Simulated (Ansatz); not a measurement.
# Calculated records

## Quasiparticle gap of KMgF3 (Pm-3m)

Symmetry: Pm-3m, No. 221, cubic system. The conventional cell has a = 3.986 Å, b = 3.986 Å, c = 3.986 Å, α = 90.00°, β = 90.00°, γ = 90.00°. Nearest to K lie 12 F at 2.82 Å. Nearest to Mg lie 6 F at 1.99 Å. Nearest to F lie 2 Mg at 1.99 Å and 4 K at 2.82 Å. Farther neighbours and most contacts between anions are not listed.

| Property | Result |
| --- | --- |
| method | DFT, PBE, plane waves, PAW (and 1 further level or step) |
| program | Ansatz 0.2.0 |
| settings of one run | cutoff 420 eV, 6×6×6 k-mesh, smearing width 0.02 eV, default PAW |
| cost | 2 runs, 12 s in all on 1 × NVIDIA H100 80GB HBM3 (shared by 3 runs) with 3 threads of AMD EPYC 7R13 (Zen 3), shared host (the runs of this entry) |
| notes | The cell and positions come from the Crystallography Open Database and are kept as given unless a step says otherwise. From 163 bands and 100 eV to 426 bands and 200 eV the gap moves by 11.356 − 11.145 = +0.211 eV; bands and screening cutoff rise together, so their parts are not told apart. Two runs can’t test a law of convergence, so the limit is not known. |
| PBE gap over mesh and path | 7.334 eV, from k = (0.500, 0.500, 0.500) to k = Γ |
| G0W0@PBE gap over all 10 irreducible mesh points | 11.356 eV, from k = (-0.500, -0.500, -0.500) to k = Γ |
| GW settings | 4×4×4 mesh, 406 empty bands, screening to 200 eV |
| known limits | finite bands, screening cutoff and k mesh; no spin-orbit coupling in G0W0 |

Over all 10 irreducible mesh points the G0W0 gap is 11.356 eV, from k = (-0.500, -0.500, -0.500) to k = Γ. The PBE gap of this run on the mesh is 7.334 eV. The two states that bound the G0W0 gap lie that far apart at the start, so the correction of the gap is 11.356 − 7.334 = +4.022 eV. The valence state moves by 0.203 − 2.852 = −2.649 eV and the conduction state by 11.559 − 10.186 = +1.373 eV, on the run's own scale; with 163 bands the edge states move by −2.426 and +1.385 eV, so the split between the edges depends on the bands and cutoff.

[Runs of the session that timed out or met a known fault of the program may be left out.]

[Cells called generated may have been cut or substituted from an entry of the Crystallography Open Database or the Materials Project.]

[Hosts, paths, dates, database ids (printed as entryN), source tags and the programs' standing remarks are cut or masked in the printed files.]
